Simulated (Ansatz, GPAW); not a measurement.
# Zr2CO2 MXene monolayer in an electric field

How does Zr2CO2 MXene monolayer screen a perpendicular field?

Method: Ansatz plane waves; layer without images along its normal, relaxation of atoms and in-plane cell, in the first sound run; inputs show where later runs differ, in GPAW 26.7.0 and Ansatz 0.2.0.

Report form: the programs' logs are mostly left out.

## Step 1: The structure

The cell holds 5 atoms: 2 O, 2 Zr and 1 C. Its edges and angles: a = 3.289 Å, b = 3.289 Å, c = 20.953 Å, α = 90.0°, β = 90.0°, γ = 120.0°. Vacuum lies along c.

Structure file:

```cif
data_structure
_symmetry_space_group_name_H-M 'P 1'
_symmetry_Int_Tables_number 1
_cell_length_a 3.2890
_cell_length_b 3.2890
_cell_length_c 20.9529
_cell_angle_alpha 90.000
_cell_angle_beta 90.000
_cell_angle_gamma 120.000
_cell_volume 196.29
loop_
_atom_site_label
_atom_site_type_symbol
_atom_site_fract_x
_atom_site_fract_y
_atom_site_fract_z
_atom_site_occupancy
O1 O 0.33333 0.66667 0.38181 1
Zr2 Zr 0.66667 0.33333 0.43806 1
C3 C 0.00000 0.00000 0.50000 1
Zr4 Zr 0.33333 0.66667 0.56194 1
O5 O 0.66667 0.33333 0.61819 1
```

## Step 2: Relaxing the atoms

The atoms are relaxed first, since the surface dipole, and with it the work function, follows the positions of the outer layers.

Contents of input.yaml:

```yaml
crystal:
  lattice:
    - [3.289, 0.0, 0.0]
    - [-1.6445, 2.848357553, 0.0]
    - [0.0, 0.0, 20.9529467957]
  atoms:
    - { symbol: O, position: [0.3333333333, 0.6666666667, 0.3818078707] }
    - { symbol: Zr, position: [0.6666666667, 0.3333333333, 0.4380635198] }
    - { symbol: C, position: [0.0, 0.0, 0.5] }
    - { symbol: Zr, position: [0.3333333333, 0.6666666667, 0.5619364802] }
    - { symbol: O, position: [0.6666666667, 0.3333333333, 0.6181921293] }
  periodic: [true, true, false]
kpoints:
  mp_grid: { grid: [12, 12, 1] }
hamiltonian:
  xc: pbe
scf:
  occupations: { method: fermi_dirac, width: 0.05 }
relax:
  f_tol: 0.01
  max_steps: 90
  cell: {}
```

On the command line:

```bash
> ansatz run input.yaml --threads 4 --pin off --max-ram 8192MiB --backend cpu --events-out ev --progress --plain --runs-dir out
```

It took 17 s on 4 threads of Intel Xeon Platinum 8488C (Sapphire Rapids), shared host; peak memory 0.77 GiB.

The steps of the relaxation:

| step | energy less that of the first step (eV) | largest force component (eV/Å) | volume (Å³) |
| --- | --- | --- | --- |
| 1 | 0.0000 | 4.9863 | 315.77 |
| 2 | -0.7985 | 2.0527 | 317.30 |
| 3 | -0.8533 | 0.4752 | 331.70 |
| 4 | -0.9725 | 0.2845 | 317.42 |
| 5 | -0.9757 | 0.0212 | 319.16 |
| 6 | -0.9758 | 0.0025 | 319.12 |
| 7* | -0.9778 | 0.0022 | 319.12 |
| 8 | -0.9777 | 0.0005 | 319.24 |
| 9* | -0.9778 | 0.0005 | 319.24 |

Relaxation steps marked * repeat the geometry before them on a plane-wave basis chosen anew for their cell, so energy and pressure can jump there.

The run keeps the 12 symmetry operations that it works with, so distortions that break them were not tested.

| cell as run | before | after | change |
| --- | --- | --- | --- |
| a (Å) | 3.289 | 3.307 | +0.5 % |
| b (Å) | 3.289 | 3.307 | +0.5 % |

The atoms that moved most (Å, along periodic axes as changes of fractional coordinates times the final cell, across vacuum about the mean position):

| atom | dx | dy | dz | length |
| --- | --- | --- | --- | --- |
| O1 | 0.000 | 0.000 | 0.159 | 0.159 |
| O5 | 0.000 | 0.000 | -0.159 | 0.159 |
| Zr2 | 0.000 | 0.000 | -0.100 | 0.100 |
| Zr4 | 0.000 | 0.000 | 0.100 | 0.100 |

The relaxed structure:

```xyz
5
Lattice="3.3070 0.0000 0.0000 -1.6535 2.8640 0.0000 0.0000 0.0000 33.7059" Properties=species:S:1:pos:R:3
O     0.0000    1.9093    8.1594
Zr    1.6535    0.9547    9.0784
C     0.0000    0.0000   10.4765
Zr    0.0000    1.9093   11.8746
O     1.6535    0.9547   12.7935
```

This step gave:

```yaml
free_energy: -9759.6472 eV
gap_by_band_count: 0.9654 eV
symmetry_operations: 12
```

The relaxation lowered the energy of the cell by 0.978 eV.

## Step 3: Plane waves, PBE

With the geometry fixed, the planar mean of the potential gives the vacuum level on each side.

This step: GPAW, PAW setups; slab in vacuum (GPAW 26.7.0).

The cell differs from the one that the last finished run ended in (c 33.706 → 20.634 Å).

Contents of run.py:

```python
import json
import numpy as np
from ase import Atoms
from gpaw import GPAW, PW

slab = Atoms(
    ['O', 'Zr', 'C', 'Zr', 'O'],
    positions=[
        [0.00000, 1.90933, 8.00000],
        [1.65352, 0.95466, 8.91894],
        [-0.00000, -0.00000, 10.31705],
        [0.00000, 1.90933, 11.71516],
        [1.65352, 0.95466, 12.63410]],
    cell=[[3.30705, 0.0, 0.0], [-1.65352, 2.86399, -0.0], [0.0, -0.0, 20.6341]],
    pbc=[True, True, False])

slab.calc = GPAW(mode=PW(500), xc='PBE', kpts={'size': (12, 12, 1), 'gamma': True},
                 occupations={'name': 'fermi-dirac', 'width': 0.05}, nbands='140%',
                 convergence={'density': 1e-05}, maxiter=200,
                 poissonsolver={'dipolelayer': 'xy'},
                 symmetry={'tolerance': 1e-3}, txt='slab.txt')
result = {}
energy = slab.get_potential_energy()
fermi = slab.calc.get_fermi_level()
v = slab.calc.get_electrostatic_potential().mean((0, 1)) - fermi
n = slab.calc.get_pseudo_density().mean((0, 1))
L = slab.cell[2, 2]
z = np.arange(len(v)) * L / len(v)
low, high = slab.positions[:, 2].min(), slab.positions[:, 2].max()
below, above = np.interp([low - 5.8, high + 5.8], z, v)
slopes = [np.interp(x, z, np.gradient(v, z)) for x in (low - 5.8, high + 5.8)]
eps = np.array([[slab.calc.get_eigenvalues(k, s) for k in range(len(slab.calc.get_ibz_k_points()))]
                for s in range(slab.calc.get_number_of_spins())]) - fermi
top, bottom = eps[eps < 0].max(), eps[eps > 0].min()
dipole = slab.get_dipole_moment()[2]
print(f'energy {energy:.4f} eV, Fermi level {fermi:.4f} eV, dipole {dipole:.5f} e A')
print(f'potential 5.8 A off the faces, from the Fermi level: lower {below:.4f} eV, upper {above:.4f} eV')
print(f'slope of the potential there: lower {slopes[0]:.5f}, upper {slopes[1]:.5f} eV/A')
print(f'nearest levels on the mesh: {top:.4f} and {bottom:.4f} eV')
print('magnetic moment', round(slab.get_magnetic_moment(), 3))
result.update(energy=energy, fermi=fermi, dipole=dipole, below=below, above=above, slopes=slopes, edges=[top, bottom],
              z=z.tolist(), v=v.tolist(), n=n.tolist(), positions=slab.positions.tolist(),
              forces=slab.get_forces(apply_constraint=False).tolist(), moments=slab.get_magnetic_moments().tolist())
json.dump(result, open('result.json', 'w'))
```

On the command line:

```bash
> OMP_NUM_THREADS=1 OPENBLAS_NUM_THREADS=1 python run.py
```

Wall time 39 s (1 thread); peak memory 0.25 GiB.

This step gave:

```
dipole along the normal                    : 1.75e-5 e·Å
levels nearest the Fermi level on the mesh : -0.4565, 0.5070 eV from the Fermi level
upper work function                        : 4.890 eV
lower work function                        : 4.890 eV
upper ionisation energy                    : 5.346 eV
```

Electrostatic potential energy of an electron (without an applied field's), less the Fermi level, planar mean against z:

| z (Å) | electrostatic potential energy of an electron (without an applied field's), less the Fermi level, planar mean (eV) |
| --- | --- |
| 0.0 | 4.89 |
| 0.5 | 4.89 |
| 1.0 | 4.89 |
| 1.5 | 4.89 |
| 2.0 | 4.89 |
| 2.5 | 4.89 |
| 3.0 | 4.89 |
| 3.5 | 4.89 |
| 4.0 | 4.89 |
| 4.5 | 4.89 |
| 5.0 | 4.89 |
| 5.5 | 4.88 |
| 6.0 | 4.86 |
| 6.5 | 4.75 |
| 7.0 | 4.12 |
| 7.5 | 0.424 |
| 8.0 | -12.1 |
| 8.5 | -15.3 |
| 9.0 | -21.1 |
| 9.5 | -9.25 |
| 10.0 | -5.83 |
| 10.5 | -7.62 |
| 11.0 | -6.63 |
| 11.5 | -18.9 |
| 12.0 | -18.1 |
| 12.5 | -13.0 |
| 13.0 | -2.20 |
| 13.5 | 3.67 |
| 14.0 | 4.67 |
| 14.5 | 4.85 |
| 15.0 | 4.88 |
| 15.5 | 4.89 |
| 16.0 | 4.89 |
| 16.5 | 4.89 |
| 17.0 | 4.89 |
| 17.5 | 4.89 |
| 18.0 | 4.89 |
| 18.5 | 4.89 |
| 19.0 | 4.89 |
| 19.5 | 4.89 |
| 20.0 | 4.89 |
| 20.5 | 4.89 |

Table of pseudo valence density, planar mean by z:

z (Å), pseudo valence density, planar mean (e/Å³) and a bar:
```
        5       0.00 
        6       0.00 
        7       0.05 #
        8       0.86 #######################
        9       1.11 ##############################
       10       0.44 ############
       11       0.44 ############
       12       0.97 ##########################
       13       0.48 #############
       14       0.01 
       15       0.00 
       16       0.00
```

Force by atom:

| atom | x (eV/Å) | y (eV/Å) | z (eV/Å) | size |
| --- | --- | --- | --- | --- |
| O1 | 0.000 | 0.000 | 0.137 | 0.137 |
| Zr2 | 0.000 | 0.000 | -0.058 | 0.058 |
| C3 | 0.000 | 0.000 | 0.000 | 0.000 |
| Zr4 | 0.000 | 0.000 | 0.058 | 0.058 |
| O5 | 0.000 | 0.000 | -0.137 | 0.137 |

The layer is gapped, so the Fermi level lies somewhere inside the gap, set by smearing and numerics, and these work functions are no property of the material; the band edges below the vacuum level are. The potential is flat to 5.1e-4 eV/Å where it is read, so the vacuum is wide enough. The geometry is the other program's minimum; here the largest force on a free atom is 0.14 eV/Å.

## Step 4: In a field

A uniform field along the normal polarises the slab; the atoms stay fixed, so this is the electronic response alone.

run.py: that of step 3 with these lines changed.

```diff
@@ -4,2 +4,3 @@
 from gpaw import GPAW, PW
+from gpaw.external import ConstantElectricField
 
@@ -20,2 +21,3 @@
                  poissonsolver={'dipolelayer': 'xy'},
+                 external=ConstantElectricField(-0.2, [0, 0, 1]),
                  symmetry={'tolerance': 1e-3}, txt='slab.txt')
```

Elapsed: 2.4 min, on 1 thread; peak memory 0.52 GiB.

This step gave:

```yaml
dipole_along_the_normal: -0.05843 e·Å
levels_nearest_the_fermi_level_on_the_mesh: -0.4565, 0.5069 eV from the Fermi level
potential_below_the_slab_the_applied_field_s_own_ramp_left_out: 4.334 eV from the Fermi level
potential_above_the_slab_the_applied_field_s_own_ramp_left_out: 5.450 eV from the Fermi level
```

Table of electrostatic potential energy of an electron (without an applied field's), less the Fermi level, planar mean by z:

| z (Å) | electrostatic potential energy of an electron (without an applied field's), less the Fermi level, planar mean (eV) |
| --- | --- |
| 0.0 | 4.89 |
| 0.5 | 4.33 |
| 1.0 | 4.33 |
| 1.5 | 4.33 |
| 2.0 | 4.33 |
| 2.5 | 4.33 |
| 3.0 | 4.33 |
| 3.5 | 4.33 |
| 4.0 | 4.33 |
| 4.5 | 4.33 |
| 5.0 | 4.33 |
| 5.5 | 4.33 |
| 6.0 | 4.31 |
| 6.5 | 4.20 |
| 7.0 | 3.59 |
| 7.5 | -0.0645 |
| 8.0 | -12.6 |
| 8.5 | -15.7 |
| 9.0 | -21.4 |
| 9.5 | -9.40 |
| 10.0 | -5.89 |
| 10.5 | -7.58 |
| 11.0 | -6.50 |
| 11.5 | -18.7 |
| 12.0 | -17.8 |
| 12.5 | -12.6 |
| 13.0 | -1.73 |
| 13.5 | 4.19 |
| 14.0 | 5.21 |
| 14.5 | 5.40 |
| 15.0 | 5.44 |
| 15.5 | 5.45 |
| 16.0 | 5.45 |
| 16.5 | 5.45 |
| 17.0 | 5.45 |
| 17.5 | 5.45 |
| 18.0 | 5.45 |
| 18.5 | 5.45 |
| 19.0 | 5.45 |
| 19.5 | 5.45 |
| 20.0 | 5.45 |
| 20.5 | 5.11 |

Force by atom:

| atom | x (eV/Å) | y (eV/Å) | z (eV/Å) | size |
| --- | --- | --- | --- | --- |
| O1 | 0.000 | 0.000 | 0.218 | 0.218 |
| Zr2 | 0.000 | 0.000 | -0.174 | 0.174 |
| C3 | 0.000 | 0.000 | 0.066 | 0.066 |
| Zr4 | 0.000 | 0.000 | -0.057 | 0.057 |
| O5 | 0.000 | 0.000 | -0.053 | 0.053 |

The dipole is now -0.0584 e Å, against 1.7e-5 in the run without a field.

## Step 5: Field on

run.py: that of step 4 with these lines changed.

```diff
@@ -21,3 +21,3 @@
                  poissonsolver={'dipolelayer': 'xy'},
-                 external=ConstantElectricField(-0.2, [0, 0, 1]),
+                 external=ConstantElectricField(-0.1, [0, 0, 1]),
                  symmetry={'tolerance': 1e-3}, txt='slab.txt')
```

Wall time 2.6 min (1 thread); peak memory 0.52 GiB.

Numbers from this step:

```yaml
dipole_along_the_normal: -0.02922 e·Å
levels_nearest_the_fermi_level_on_the_mesh: -0.4566, 0.5069 eV from the Fermi level
potential_below_the_slab_the_applied_field_s_own_ramp_left_out: 4.611 eV from the Fermi level
potential_above_the_slab_the_applied_field_s_own_ramp_left_out: 5.170 eV from the Fermi level
```

Table of electrostatic potential energy of an electron (without an applied field's), less the Fermi level, planar mean by z:

z (Å), electrostatic potential energy of an electron (without an applied field's), less the Fermi level, planar mean (eV) and a bar from the least value:
```
      0.0        4.9 ##############################
      0.5        4.6 #############################
      1.0        4.6 #############################
      1.5        4.6 #############################
      2.0        4.6 #############################
      2.5        4.6 #############################
      3.0        4.6 #############################
      3.5        4.6 #############################
      4.0        4.6 #############################
      4.5        4.6 #############################
      5.0        4.6 #############################
      5.5        4.6 #############################
      6.0        4.6 #############################
      6.5        4.5 #############################
      7.0        3.9 #############################
      7.5        0.2 ########################
      8.0      -12.4 ##########
      8.5      -15.5 #######
      9.0      -21.3 
      9.5       -9.3 ##############
     10.0       -5.9 #################
     10.5       -7.6 ################
     11.0       -6.6 #################
     11.5      -18.8 ###
     12.0      -17.9 ####
     12.5      -12.8 ##########
     13.0       -2.0 ######################
     13.5        3.9 #############################
     14.0        4.9 ##############################
     14.5        5.1 ##############################
     15.0        5.2 ##############################
     15.5        5.2 ##############################
     16.0        5.2 ##############################
     16.5        5.2 ##############################
     17.0        5.2 ##############################
     17.5        5.2 ##############################
     18.0        5.2 ##############################
     18.5        5.2 ##############################
     19.0        5.2 ##############################
     19.5        5.2 ##############################
     20.0        5.2 ##############################
     20.5        5.0 ##############################
```

Force by atom:

| atom | x (eV/Å) | y (eV/Å) | z (eV/Å) | size |
| --- | --- | --- | --- | --- |
| O1 | 0.000 | 0.000 | 0.177 | 0.177 |
| Zr2 | 0.000 | 0.000 | -0.116 | 0.116 |
| C3 | 0.000 | 0.000 | 0.033 | 0.033 |
| Zr4 | 0.000 | 0.000 | 0.001 | 0.001 |
| O5 | 0.000 | 0.000 | -0.096 | 0.096 |

The dipole is now -0.0292 e Å, against 1.7e-5 in the run without a field.

## Step 6: Field on

run.py: that of step 5 with these lines changed.

```diff
@@ -21,3 +21,3 @@
                  poissonsolver={'dipolelayer': 'xy'},
-                 external=ConstantElectricField(-0.1, [0, 0, 1]),
+                 external=ConstantElectricField(-0.05, [0, 0, 1]),
                  symmetry={'tolerance': 1e-3}, txt='slab.txt')
```

The job ended after 2.4 min (1 thread; peak memory 0.52 GiB).

## Step 7: In a field

run.py: that of step 6 with these lines changed.

```diff
@@ -21,3 +21,3 @@
                  poissonsolver={'dipolelayer': 'xy'},
-                 external=ConstantElectricField(-0.05, [0, 0, 1]),
+                 external=ConstantElectricField(0.05, [0, 0, 1]),
                  symmetry={'tolerance': 1e-3}, txt='slab.txt')
```

It took 2.4 min on 1 thread; peak memory 0.52 GiB.

The electrostatic potential energy of an electron (without an applied field's), less the Fermi level, planar mean by z:

| z (Å) | electrostatic potential energy of an electron (without an applied field's), less the Fermi level, planar mean (eV) |
| --- | --- |
| 0 | 4.89 |
| 1 | 5.03 |
| 2 | 5.03 |
| 3 | 5.03 |
| 4 | 5.03 |
| 5 | 5.03 |
| 6 | 5.00 |
| 7 | 4.26 |
| 8 | -12.0 |
| 9 | -21.1 |
| 10 | -5.81 |
| 11 | -6.66 |
| 12 | -18.2 |
| 13 | -2.32 |
| 14 | 4.53 |
| 15 | 4.74 |
| 16 | 4.75 |
| 17 | 4.75 |
| 18 | 4.75 |
| 19 | 4.75 |
| 20 | 4.75 |

## Step 8: Field on

run.py: that of step 7 with these lines changed.

```diff
@@ -21,3 +21,3 @@
                  poissonsolver={'dipolelayer': 'xy'},
-                 external=ConstantElectricField(0.05, [0, 0, 1]),
+                 external=ConstantElectricField(0.1, [0, 0, 1]),
                  symmetry={'tolerance': 1e-3}, txt='slab.txt')
```

Run time: 2.6 min. Hardware: 1 thread; peak memory 0.52 GiB.

The dipole is now 0.0292 e Å, against 1.7e-5 in the run without a field.

## Step 9: Field on

run.py: that of step 8 with these lines changed.

```diff
@@ -21,3 +21,3 @@
                  poissonsolver={'dipolelayer': 'xy'},
-                 external=ConstantElectricField(0.1, [0, 0, 1]),
+                 external=ConstantElectricField(0.2, [0, 0, 1]),
                  symmetry={'tolerance': 1e-3}, txt='slab.txt')
```

The job ended after 2.4 min (1 thread; peak memory 0.52 GiB).

The dipole is now 0.0584 e Å, against 1.7e-5 in the run without a field.

## Step 10: Field on

run.py: that of step 9 with these lines changed.

```diff
@@ -21,3 +21,3 @@
                  poissonsolver={'dipolelayer': 'xy'},
-                 external=ConstantElectricField(0.2, [0, 0, 1]),
+                 external=ConstantElectricField(0.3, [0, 0, 1]),
                  symmetry={'tolerance': 1e-3}, txt='slab.txt')
```

The job ended after 2.5 min (1 thread; peak memory 0.52 GiB).

Electrostatic potential energy of an electron (without an applied field's), less the Fermi level, planar mean against z:

z (Å), electrostatic potential energy of an electron (without an applied field's), less the Fermi level, planar mean (eV) and a bar from the least value:
```
        0        4.9 #############################
        1        5.7 ##############################
        2        5.7 ##############################
        3        5.7 ##############################
        4        5.7 ##############################
        5        5.7 ##############################
        6        5.7 ##############################
        7        4.9 #############################
        8      -11.5 ##########
        9      -20.8 
       10       -5.7 #################
       11       -6.8 ################
       12      -18.6 ##
       13       -2.9 ####################
       14        3.9 ############################
       15        4.0 ############################
       16        4.1 ############################
       17        4.1 ############################
       18        4.1 ############################
       19        4.1 ############################
       20        4.1 ############################
```

The dipole is now 0.0877 e Å, against 1.7e-5 in the run without a field.

## Step 11: The series

The members are put on one axis.

This step: induced dipole against applied field (GPAW 26.7.0).

The dipole along the normal by field:

| field (V/Å) | dipole along the normal (e·Å) |
| --- | --- |
| -0.200 | -0.0584 |
| -0.100 | -0.0292 |
| -0.050 | -0.0146 |
| 0.000 | 1.7e-5 |
| 0.050 | 0.0146 |
| 0.100 | 0.0292 |
| 0.200 | 0.0584 |
| 0.300 | 0.0877 |

## Step 12: Results

```yaml
work_function_both_faces_fermi_level_placed_in_the_gap_by_the_smearing: 4.89 eV
ionisation_energy_from_the_upper_face_highest_filled_level_on_the_mesh: 5.35 eV
electron_affinity_from_the_upper_face_lowest_empty_kohn_sham_level_on_the_mesh: 4.38 eV
dipole_along_the_normal: 1.7e-5 e Å, near the numerical noise
induced_dipole_per_field: 0.292 e Å per V/Å
out_of_plane_polarisability_per_area_alpha_eps_0_a: 5.58 Å
```

The field induces 0.292 e Å per V/Å, a polarisable thickness α/(ε0 A) of 5.58 Å beside 4.63 Å between the outermost nuclei. A perfect conductor would give the distance between its two image planes; a dielectric of thickness t gives t(1 - 1/ε). The levels nearest the Fermi level on the mesh lie 0.963 eV apart, so the slab is gapped there: the smearing puts the Fermi level inside the gap, and from either face the ionisation energy is the work function plus 0.46 eV. Both are Kohn-Sham levels on the mesh, and semilocal gaps are too small, so the affinity tends to come out too large and the ionisation energy too small. The induced dipole is linear in the field over this range. The layer's cell and atoms come from the relaxation; spin-orbit coupling and temperature are left out.

[Logs are printed without paths, hosts, clocks, repeated set-up lines and the standing remarks that a program may print on its own settings, such as how far it seeks lower states.]

[Hosts, paths, dates, database ids (printed as entryN), source tags and the programs' standing remarks are cut or masked in the printed files.]
